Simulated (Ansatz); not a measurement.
## SiC (Moissanite 3C, F-43m): zone-centre modes under pressure

Aim: how do the optical modes of SiC (Moissanite 3C, F-43m) move with volume?

Method: DFT PBE, scalar-relativistic, plane waves, PAW; PAW set soft_1, in Ansatz 0.2.0.

## (1) The structure

The structure is cubic, space group F-43m (No. 216). Conventional cell: a = 4.358 Å, b = 4.358 Å, c = 4.358 Å, α = 90.00°, β = 90.00°, γ = 90.00°. Nearest to C lie 4 Si at 1.89 Å. Nearest to Si lie 4 C at 1.89 Å. Farther neighbours are not listed.

As a file:

```cif
data_structure
_symmetry_space_group_name_H-M 'F-43m'
_symmetry_Int_Tables_number 216
_cell_length_a 4.3580
_cell_length_b 4.3580
_cell_length_c 4.3580
_cell_angle_alpha 90.000
_cell_angle_beta 90.000
_cell_angle_gamma 90.000
_cell_volume 82.77
loop_
_atom_site_label
_atom_site_type_symbol
_atom_site_symmetry_multiplicity
_atom_site_Wyckoff_symbol
_atom_site_fract_x
_atom_site_fract_y
_atom_site_fract_z
_atom_site_occupancy
C1 C 4 c 0.25000 0.25000 0.25000 1
Si1 Si 4 a 0.00000 0.00000 0.00000 1
```

## (2) Relaxation

The cell and atoms are relaxed, since residual forces and stress would shift the frequencies.

Input file input.yaml:

```yaml
crystal:
  lattice:
    - [0.0, 2.179, 2.179]
    - [2.179, 0.0, 2.179]
    - [2.179, 2.179, 0.0]
  atoms:
    - { symbol: C, position: [0.75, 0.75, 0.75] }
    - { symbol: Si, position: [0.0, 0.0, 0.0] }
kpoints:
  mp_grid: { grid: [10, 10, 10] }
hamiltonian:
  xc: pbe
  pseudopotentials: { kind: paw, azcp: { folder: soft_1 } }
scf:
  occupations: { method: gaussian, width: 0.02 }
output:
  forces: true
  stress: true
  eigenvalues: true
  write_density: true
  write_potential: true
  elf: true
  volumetric_format: npy
relax:
  adjacent_minimum: "off"
  f_tol: 0.005
  max_steps: 80
  cell: { stress_tol: 0.05 }
```

The run is started by

```console
ansatz run input.yaml --threads 4 --pin off --max-ram 10240MiB --backend cpu --events-out ev --progress --plain --runs-dir out
```

Numbers of over 12 decimals in the logs are rounded to 6 here.

What it wrote:

```text
Engine: ansatz 0.2.0, x86_64-unknown-linux-gnu
Pseudopotentials: kind: paw
Pseudopotential: C, paw, valence charge 4, recommended cutoff 420 eV (normal), soft_1/C.paw.azcp
Pseudopotential: Si, paw, valence charge 4, recommended cutoff 420 eV (normal), soft_1/Si.paw.azcp
Functional definition: PBE
  parameter kappa = 0.804
  parameter beta = 0.066725
  exchange = pbe_x(kappa = kappa, mu = beta*pi^2/3)
  correlation = pbe_c(beta = beta)
Crystal: 2 atoms, lattice volume = 20.692 Å³
Basis set: ecut = 420 eV, 411 PW (Γ), exchange–correlation on 48×48×48 points (8 copies of the dense FFT grid, shifted against one another)
Bands: 8, of which v1, the nominal top of the filled ones, is band 4 counted from 1 (3 counted from 0)
Symmetry: 24 space group operations
Space group: F-43m (ITA 216), of the structure as read, at distance tolerance 2.7e-5 Å
k-points: 47 of 1000 (time reversal used)
Non-local potential: C, projectors of the file, l = 0: 2, l = 1: 2, l = 2: 1
Non-local potential: Si, projectors of the file, l = 0: 2, l = 1: 2, l = 2: 1
PAW form: soft (Blöchl's): semilocal exchange-correlation on the pseudo side does not see the compensation charge
PAW one-centre angular grid: C, 110 points (default); XC on 64 Gauss nodes
PAW one-centre angular grid: Si, 110 points (default); XC on 64 Gauss nodes
Initial density: superposition of atomic densities (chi_scale 0.1, normalization cell, long waves kept (reshape's long-wave potential 0.00 eV rms))
Initial wavefunctions: pseudopotential atomic-orbital guess
Functional: x = pbe(κ = 0.804, μ = 0.219515), c = pbe(β = 0.066725)
SCF iter   1: F=—  HF=-888.656753 eV  |F-HF|=—  |Δ(HF+E_count)|=         —  Δρ=1.38e-1  dr2=4.84e0  ethr=3.10e-3  ⟨swp⟩=6.0  Hψ=3181  notcnv=0
preconditioner: auto → none  [insulator: Δε(μ)=3.270 eV  Ē_g=14.739 eV  σ=0.020 eV  W_gap=1.00  n_scr=0 (ndim 8)  ℏωp=23.1 eV  f_vac=0.000  D(μ)=0.00/eV (n_scr^D=0)  ε∞_Penn≈3.5]
SCF iter   2: F=—  HF=-887.238714 eV  |F-HF|=—  |Δ(HF+E_count)|=    1.42e0  Δρ=4.97e-2  dr2=3.19e-1  ethr=3.10e-3  ⟨swp⟩=3.1  Hψ=1302  notcnv=0
SCF iter   3: F=—  HF=-887.161680 eV  |F-HF|=—  |Δ(HF+E_count)|=   7.70e-2  Δρ=1.98e-2  dr2=4.20e-2  ethr=3.10e-3  ⟨swp⟩=2.3  Hψ=787  notcnv=0
SCF iter   4: F=—  HF=-887.159562 eV  |F-HF|=—  |Δ(HF+E_count)|=   2.12e-3  Δρ=1.40e-3  dr2=2.74e-4  ethr=5.25e-4  ⟨swp⟩=2.0  Hψ=564  notcnv=0
SCF iter   5: F=—  HF=-887.159681 eV  |F-HF|=—  |Δ(HF+E_count)|=   1.19e-4  Δρ=2.22e-4  dr2=3.36e-6  ethr=3.43e-6  ⟨swp⟩=2.4  Hψ=574  notcnv=0
SCF iter   6: F=—  HF=-887.159693 eV  |F-HF|=—  |Δ(HF+E_count)|=   1.25e-5  Δρ=5.46e-5  dr2=3.03e-7  ethr=1.25e-9  ⟨swp⟩=11.0  Hψ=2933  notcnv=0
SCF iter   7: F=-887.159693 eV  HF=-887.159693 eV  |F-HF|=7.28e-10  |Δ(HF+E_count)|=   8.11e-8  Δρ=6.55e-6  dr2=4.29e-9  ethr=1.25e-9  ⟨swp⟩=7.5  Hψ=1734  notcnv=0
SCF 1 converged in 7 iterations: F = -887.159693 eV  dr2 = 4.29e-9
  greatest PAW one-centre occupation: 0.647 electrons in one spin orbital (limit 2), on the C atom at site 0 (counted from 0), in its partial waves of l = 0
relax step   1: F+E_penalty+E_count = -887.15969326 eV  Δ(F+E_penalty+E_count) = +0.000e0 eV  max|allowed force component| = 3.146e-16 eV/Å  Δτ_max = 0.0000 Å  P = +3.272 GPa  Ω = 20.692 Å³  (7 SCF iters, dr2 threshold 1.00e-7 eV, accepted)
Crystal: 2 atoms, lattice volume = 20.854 Å³
Initial density: handed on by an earlier stage of this run
Initial wavefunctions: those handed on with the density
iter 1 solved again at ethr=1.21e-5 eV; its pass at ethr=3.10e-3 eV (dr2=9.65e-4 eV) is discarded
SCF iter   1: F=—  HF=-887.162254 eV  |F-HF|=—  |Δ(HF+E_count)|=         —  Δρ=1.89e-3  dr2=9.40e-4  ethr=1.21e-5  ⟨swp⟩=1.1  Hψ=3250  notcnv=0
preconditioner: auto → none  [insulator: Δε(μ)=1.343 eV  Ē_g=13.967 eV  σ=0.020 eV  W_gap=1.00  n_scr=0 (ndim 8)  ℏωp=23.0 eV  f_vac=0.000  D(μ)=0.00/eV (n_scr^D=0)  ε∞_Penn≈3.7]
SCF iter   2: F=—  HF=-887.161975 eV  |F-HF|=—  |Δ(HF+E_count)|=   2.79e-4  Δρ=5.00e-4  dr2=4.32e-5  ethr=1.17e-5  ⟨swp⟩=2.4  Hψ=721  notcnv=0
SCF iter   3: F=—  HF=-887.161968 eV  |F-HF|=—  |Δ(HF+E_count)|=   6.57e-6  Δρ=1.53e-4  dr2=4.21e-6  ethr=5.40e-7  ⟨swp⟩=2.6  Hψ=547  notcnv=0
SCF iter   4: F=-887.161968 eV  HF=-887.161968 eV  |F-HF|=2.44e-8  |Δ(HF+E_count)|=   4.92e-7  Δρ=1.81e-5  dr2=4.81e-8  ethr=2.50e-9  ⟨swp⟩=6.2  Hψ=2073  notcnv=0
SCF 2 converged in 4 iterations: F = -887.161968 eV  dr2 = 4.81e-8
  greatest PAW one-centre occupation: 0.646 electrons in one spin orbital (limit 2), on the C atom at site 0 (counted from 0), in its partial waves of l = 0
relax step   2: F+E_penalty+E_count = -887.16196797 eV  Δ(F+E_penalty+E_count) = -2.275e-3 eV  max|allowed force component| = 1.365e-16 eV/Å  Δτ_max = 0.0000 Å  P = +1.525 GPa  Ω = 20.854 Å³  energy of the carried Pulay correction = -1.437e-4 eV  (4 SCF iters, dr2 threshold 2.00e-7 eV, accepted)
Crystal: 2 atoms, lattice volume = 20.997 Å³
iter 1 solved again at ethr=9.33e-6 eV; its pass at ethr=3.10e-3 eV (dr2=7.47e-4 eV) is discarded
SCF iter   1: F=—  HF=-887.162752 eV  |F-HF|=—  |Δ(HF+E_count)|=         —  Δρ=1.65e-3  dr2=7.28e-4  ethr=9.33e-6  ⟨swp⟩=1.0  Hψ=3260  notcnv=0
preconditioner: auto → none  [insulator: Δε(μ)=1.353 eV  Ē_g=13.905 eV  σ=0.020 eV  W_gap=1.00  n_scr=0 (ndim 8)  ℏωp=22.9 eV  f_vac=0.000  D(μ)=0.00/eV (n_scr^D=0)  ε∞_Penn≈3.7]
SCF iter   2: F=—  HF=-887.162538 eV  |F-HF|=—  |Δ(HF+E_count)|=   2.14e-4  Δρ=4.49e-4  dr2=3.50e-5  ethr=9.09e-6  ⟨swp⟩=2.4  Hψ=715  notcnv=0
SCF iter   3: F=—  HF=-887.162535 eV  |F-HF|=—  |Δ(HF+E_count)|=   2.42e-6  Δρ=1.39e-4  dr2=3.51e-6  ethr=4.38e-7  ⟨swp⟩=2.6  Hψ=549  notcnv=0
SCF iter   4: F=-887.162535 eV  HF=-887.162535 eV  |F-HF|=2.34e-8  |Δ(HF+E_count)|=   3.00e-7  Δρ=1.70e-5  dr2=4.26e-8  ethr=2.50e-9  ⟨swp⟩=6.2  Hψ=2080  notcnv=0
SCF 3 converged in 4 iterations: F = -887.162535 eV  dr2 = 4.26e-8
  greatest PAW one-centre occupation: 0.645 electrons in one spin orbital (limit 2), on the C atom at site 0 (counted from 0), in its partial waves of l = 0
relax step   3: F+E_penalty+E_count = -887.16253503 eV  Δ(F+E_penalty+E_count) = -5.671e-4 eV  max|allowed force component| = 7.401e-17 eV/Å  Δτ_max = 0.0000 Å  P = +0.031 GPa  Ω = 20.997 Å³  energy of the carried Pulay correction = -2.702e-4 eV  (4 SCF iters, dr2 threshold 2.00e-7 eV, accepted)
[...]
relax step   4: F+E_penalty+E_count = -887.16283285 eV  Δ(F+E_penalty+E_count) = -2.978e-4 eV  max|allowed force component| = 5.551e-17 eV/Å  Δτ_max = 0.0000 Å  P = +0.055 GPa  Ω = 20.997 Å³  stress off target by 5.52e-2 GPa  SCF on the basis re-selected at this cell (its energy is not comparable with the rows above)  (5 SCF iters)
[...]
relax step   5: F+E_penalty+E_count = -887.16282910 eV  Δ(F+E_penalty+E_count) = +3.753e-6 eV  max|allowed force component| = 6.476e-17 eV/Å  Δτ_max = 0.0000 Å  P = +0.001 GPa  Ω = 21.003 Å³  energy of the carried Pulay correction = -4.688e-6 eV  (3 SCF iters, dr2 threshold 7.63e-9 eV, accepted)
iter 1 solved again at ethr=5.82e-8 eV; its pass at ethr=3.10e-3 eV (dr2=4.66e-6 eV) is discarded
SCF iter   1: F=—  HF=-887.162831 eV  |F-HF|=—  |Δ(HF+E_count)|=         —  Δρ=5.33e-6  dr2=4.75e-9  ethr=5.82e-8  ⟨swp⟩=3.1  Hψ=4416  notcnv=0
SCF iter   2: F=—  HF=-887.162838 eV  |F-HF|=—  |Δ(HF+E_count)|=   7.07e-6  Δρ=2.76e-6  dr2=1.09e-9  ethr=5.93e-11  ⟨swp⟩=2.1  Hψ=560  notcnv=0
SCF iter   3: F=—  HF=-887.162838 eV  |F-HF|=—  |Δ(HF+E_count)|=  1.73e-10  Δρ=1.40e-6  dr2=4.94e-10  ethr=1.36e-11  ⟨swp⟩=2.1  Hψ=532  notcnv=0
SCF iter   4: F=-887.162838 eV  HF=-887.162838 eV  |F-HF|=7.62e-12  |Δ(HF+E_count)|=  1.48e-10  Δρ=2.79e-7  dr2=1.55e-11  ethr=1.00e-12  ⟨swp⟩=4.2  Hψ=1678  notcnv=0
SCF 6 converged in 4 iterations: F = -887.162838 eV  dr2 = 1.55e-11
relax step   6: F+E_penalty+E_count = -887.16283760 eV  Δ(F+E_penalty+E_count) = -8.501e-6 eV  max|allowed force component| = 6.245e-17 eV/Å  Δτ_max = 0.0000 Å  P = +0.001 GPa  Ω = 21.003 Å³  stress off target by 1.14e-3 GPa  SCF on the basis re-selected at this cell (its energy is not comparable with the rows above)  (4 SCF iters)
basis re-selected at this cell: Δ(F+E_penalty+E_count) = -8.501e-6 eV, ΔP = +0.000 GPa vs the last step (what re-selecting the basis moved, of the pressure what is left beyond the Pulay correction that the steps carried, after the strain that the cell walked since its last selection, with what the two solves' SCF thresholds leave and, on support functions, any second-order correction that the steps lacked; it is no m [...]
SCF converged after 4 iterations
Free energy (F): -887.162838 eV
Harris-Foulkes:  -887.162838 eV  (|F-HF|=7.62e-12)
Internal energy: -887.162838 eV  (E = F + TS)
E sigma→0 (E₀):  -887.162838 eV
Fermi energy:    9.981344 eV
--- Per-component energies (eV) ---
  E_band       = 27.497606
  E_kinetic    = 132.563045
  E_local      = -96.369042  (includes V_loc(G=0)·N_el)
  E_nonlocal   = 45.009399
  E_hartree    = 31.978307
  E_xc         = -105.399903
  E_vxc        = -108.346402  (∫ρ·V_xc dr)
  E_paw        = -611.572753  (= ΣΔE_a)
  E_vpaw       = -9.316084  (= ΣTr[D̂ρ^β])
  E_aug_tail   = 0.000052  (compensation charges beyond the density's cutoff)
  E_ewald      = -283.371943
  E_smearing   = -0.000000  (= −TS)
  E_closure    = 0.000000  (closes the sum)
  Σ components = -887.162838   (vs F -887.162838, Δ=0.00e0)
--- Forces (eV/Å), atoms counted from 1 ---
  atom   1  C     -0.00000000     0.00000000    -0.00000000
  atom   2  Si    -0.00000000    -0.00000000     0.00000000
  max |Σ_I F_I| component: 3.70e-17 eV/Å
--- Stress (GPa, compression-positive) ---
        0.001139      -0.000000      -0.000000
       -0.000000       0.001139       0.000000
       -0.000000       0.000000       0.001139
  P = ⅓ Tr σ = 0.0011 GPa (0.011 kbar)
--- Band table (eV; the first three rows and the last of 47) ---
  k-point 0: bands = ["-5.9964", "9.2947", "9.2947", "9.2947", "15.3264", "16.4980", "16.4980", "16.4980"]
  k-point 1: bands = ["-5.8034", "8.2871", "9.1611", "9.1611", "15.6157", "16.7384", "16.7384", "16.7471"]
  k-point 2: bands = ["-5.2332", "6.1807", "8.8547", "8.8547", "15.3547", "17.1000", "17.1000", "17.9233"]
  k-point 46: bands = ["-0.8480", "2.1822", "4.5583", "4.7739", "13.9591", "17.2504", "19.1903", "20.3615"]
--- Relaxed structure (4 steps of the walk, 4 accepted, 2 SCFs on fresh bases) ---
  F+E_penalty+E_count = -887.16283760 eV   max|allowed force component| = 6.245e-17 eV/Å   (the final SCF, on the basis selected at the relaxed cell)
  cell:  # Å, volume = 21.0028 Å³
    - [0, 2.189856, 2.189856]
    - [2.189856, 0, 2.189856]
    - [2.189856, 2.189856, 0]
  atoms:
    - { symbol: C, position: [0.75, 0.75, 0.75] }
    - { symbol: Si, position: [0, 0, 0] }
```

Elapsed: 2.1 s, on 4 threads of Intel Xeon at 2.60GHz (Ice Lake), shared host; peak memory 0.33 GiB; 6.9 s of CPU time.

Step by step:

```
step  energy less that of the first step (eV)  largest force component (eV/Å)  pressure (GPa)  volume (Å³)
   1                                   0.0000                          0.0000            3.27        20.69
   2                                  -0.0023                          0.0000            1.53        20.85
   3                                  -0.0028                          0.0000            0.03        21.00
  4*                                  -0.0031                          0.0000            0.06        21.00
   5                                  -0.0031                          0.0000            0.00        21.00
  6*                                  -0.0031                          0.0000            0.00        21.00
```

Relaxation steps marked * repeat the geometry before them on a plane-wave basis chosen anew for their cell, so energy and pressure can jump there.

The run keeps the 24 symmetry operations that it works with, so distortions that break them were not tested.

```csv
"conventional cell, symmetrised",before,after,change
a (Å),4.358,4.380,+0.5 %
b (Å),4.358,4.380,+0.5 %
c (Å),4.358,4.380,+0.5 %
volume (Å³/atom),10.35,10.50,+1.5 %
```

Final coordinates:

```xyz
2
Lattice="0.0000 2.1899 2.1899 2.1899 0.0000 2.1899 2.1899 2.1899 0.0000" Properties=species:S:1:pos:R:3 pbc="T T T"
C     3.2848    3.2848    3.2848
Si    0.0000    0.0000    0.0000
```

Numbers from this step:

```yaml
pressure: 0.001139 GPa
gap_on_the_k_mesh: 1.373 eV
volume_per_atom: 10.50 Å³
```

ELF in the ac plane of a cell with a along [110], b along [-110] and c along [001] of the cube at fractional y = 0.000, with atoms of C and Si within 0.2 Å of it. It is the smooth field of the valence electrons, not physical close to the nuclei.

Values, 7 rows by 16 columns, each cell a mean:
```
0.30 0.26 0.33 0.29 0.26 0.33 0.29 0.27 0.30 0.26 0.33 0.29 0.26 0.33 0.29 0.27
0.34 0.28 0.15 0.06 0.05 0.11 0.23 0.32 0.34 0.28 0.15 0.06 0.05 0.11 0.23 0.32
0.09 0.07 0.08 0.14 0.15 0.10 0.07 0.08 0.09 0.07 0.08 0.14 0.15 0.10 0.07 0.08
0.03 0.11 0.35 0.59 0.63 0.47 0.20 0.05 0.03 0.11 0.35 0.59 0.63 0.47 0.20 0.05
0.18 0.44 0.65 0.53 0.46 0.64 0.56 0.27 0.18 0.44 0.65 0.53 0.46 0.64 0.56 0.27
0.44 0.78 0.84 0.50 0.34 0.75 0.85 0.59 0.44 0.78 0.84 0.50 0.34 0.75 0.85 0.59
0.35 0.58 0.82 0.77 0.73 0.82 0.72 0.41 0.35 0.58 0.82 0.77 0.73 0.82 0.72 0.41
```
Columns run along a (6.2 Å), rows up along c (4.4 Å), edges of the conventional cell, whose origin can differ from the input's. Atoms in or near the plane, at fractional coordinates: C at (0.75, 0.25), C at (0.25, 0.25), Si at (0.50, 0.00), Si at (0.00, 0.00).

Electrostatic potential energy in the ac plane of a cell with a along [110], b along [-110] and c along [001] of the cube at fractional y = 0.000, with atoms of C and Si within 0.2 Å of it. With pseudopotentials it is smooth inside the atoms' cores, unlike the true potential.

Values in eV, 7 rows by 16 columns, each cell a mean:
```
-17 -20   0   9  10   5 -13 -20 -17 -20   0   9  10   5 -13 -20
  1   5   9  11  11  10   7   3   1   5   9  11  11  10   7   3
 12  12  12  11  11  11  12  12  12  12  12  11  11  11  12  12
 13  13  11   9   8  10  12  13  13  13  11   9   8  10  12  13
 11  11   1 -24 -29  -9   9  11  11  11   1 -24 -29  -9   9  11
 -7   0  -5 -32 -36 -17   2  -5  -7   0  -5 -32 -36 -17   2  -5
-10 -22  -3   4   3   3 -16 -17 -10 -22  -3   4   3   3 -16 -17
```
Columns run along a (6.2 Å; values clipped at the 3rd and 97th percentile), rows up along c (4.4 Å), edges of the conventional cell, whose origin can differ from the input's. Atoms in or near the plane, at fractional coordinates: C at (0.75, 0.25), C at (0.25, 0.25), Si at (0.50, 0.00), Si at (0.00, 0.00).

Valence density in the ac plane of a cell with a along [110], b along [-110] and c along [001] of the cube at fractional y = 0.000, with atoms of C and Si within 0.2 Å of it. It is the smooth field of the valence electrons, not physical close to the nuclei.

Values in e/Å³, 7 rows by 16 columns, each cell a mean:
```
0.2 0.3 0.2 0.2 0.2 0.2 0.3 0.2 0.2 0.3 0.2 0.2 0.2 0.2 0.3 0.2
0.3 0.2 0.1 0.1 0.1 0.1 0.2 0.2 0.3 0.2 0.1 0.1 0.1 0.1 0.2 0.2
0.1 0.1 0.1 0.1 0.1 0.1 0.1 0.1 0.1 0.1 0.1 0.1 0.1 0.1 0.1 0.1
0.1 0.1 0.2 0.4 0.5 0.3 0.1 0.1 0.1 0.1 0.2 0.4 0.5 0.3 0.1 0.1
0.1 0.3 0.7 1.3 1.5 1.0 0.4 0.2 0.1 0.3 0.7 1.3 1.5 1.0 0.4 0.2
0.3 0.6 1.1 1.6 1.6 1.4 0.8 0.4 0.3 0.6 1.1 1.6 1.6 1.4 0.8 0.4
0.2 0.4 0.6 0.7 0.7 0.7 0.5 0.3 0.2 0.4 0.6 0.7 0.7 0.7 0.5 0.3
```
Columns run along a (6.2 Å), rows up along c (4.4 Å), edges of the conventional cell, whose origin can differ from the input's. Atoms in or near the plane, at fractional coordinates: C at (0.75, 0.25), C at (0.25, 0.25), Si at (0.50, 0.00), Si at (0.00, 0.00).

In this step the volume went from 10.35 to 10.50 Å³/atom.

## (3) Tight relaxation

Phonons need small forces and stress, so the relaxation is finished with tight tolerances on 12×12×12 k points.

Input file input.yaml:

```yaml
crystal:
  lattice:
    - [0.0, 2.1898563757, 2.1898563757]
    - [2.1898563757, 0.0, 2.1898563757]
    - [2.1898563757, 2.1898563757, 0.0]
  atoms:
    - { symbol: C, position: [0.75, 0.75, 0.75] }
    - { symbol: Si, position: [0.0, 0.0, 0.0] }
kpoints:
  mp_grid: { grid: [12, 12, 12] }
hamiltonian:
  xc: pbe
  pseudopotentials: { kind: paw, azcp: { folder: soft_1 } }
scf:
  occupations: { method: fixed }
output:
  forces: true
  stress: true
  eigenvalues: true
relax:
  adjacent_minimum: "off"
  f_tol: 0.001
  max_steps: 60
  cell: { stress_tol: 0.01 }
```

What it wrote:

```text
[...]
Crystal: 2 atoms, lattice volume = 21.003 Å³
Basis set: ecut = 420 eV, 411 PW (Γ), exchange–correlation on 48×48×48 points (8 copies of the dense FFT grid, shifted against one another)
Bands: 8, of which v1, the nominal top of the filled ones, is band 4 counted from 1 (3 counted from 0)
Symmetry: 24 space group operations
[...]
k-points: 72 of 1728 (time reversal used)
[...]
P = ⅓ Tr σ = -0.0002 GPa (-0.002 kbar)
--- Band table (eV; the first three rows and the last of 72) ---
[...]
--- Relaxed structure (1 steps of the walk, 1 accepted, 1 SCFs on fresh bases) ---
[...]
cell:  # Å, volume = 21.0028 Å³
    - [0.0, 2.1898563757, 2.1898563757]
    - [2.1898563757, 0.0, 2.1898563757]
    - [2.1898563757, 2.1898563757, 0.0]
  atoms:
    - { symbol: C, position: [0.75, 0.75, 0.75] }
    - { symbol: Si, position: [0.0, 0.0, 0.0] }
[key lines of the parts left out:]
SCF converged after 5 iterations
Free energy (F): -887.162946 eV
Fermi energy:    9.294494 eV
```

Wall time 0.91 s (4 threads); peak memory 0.35 GiB.

Little changed from the start: no atom moved by 0.005 Å and no cell edge by 0.1 %.

This step gave:

| Quantity | Value |
| --- | --- |
| pressure | -1.62e-4 GPa |
| gap on the k-mesh | 1.374 eV |

The forces vanish by symmetry and the pressure is 0.000 GPa, within the tolerances set. The cell now holds 10.50 Å³/atom.

(Continued in part 2 of 3.)

[Logs are printed without paths, hosts, clocks, repeated set-up lines and the standing remarks that a program may print on its own settings, such as how far it seeks lower states.]

[Hosts, paths, dates, database ids (printed as entryN), source tags and the programs' standing remarks are cut or masked in the printed files.]
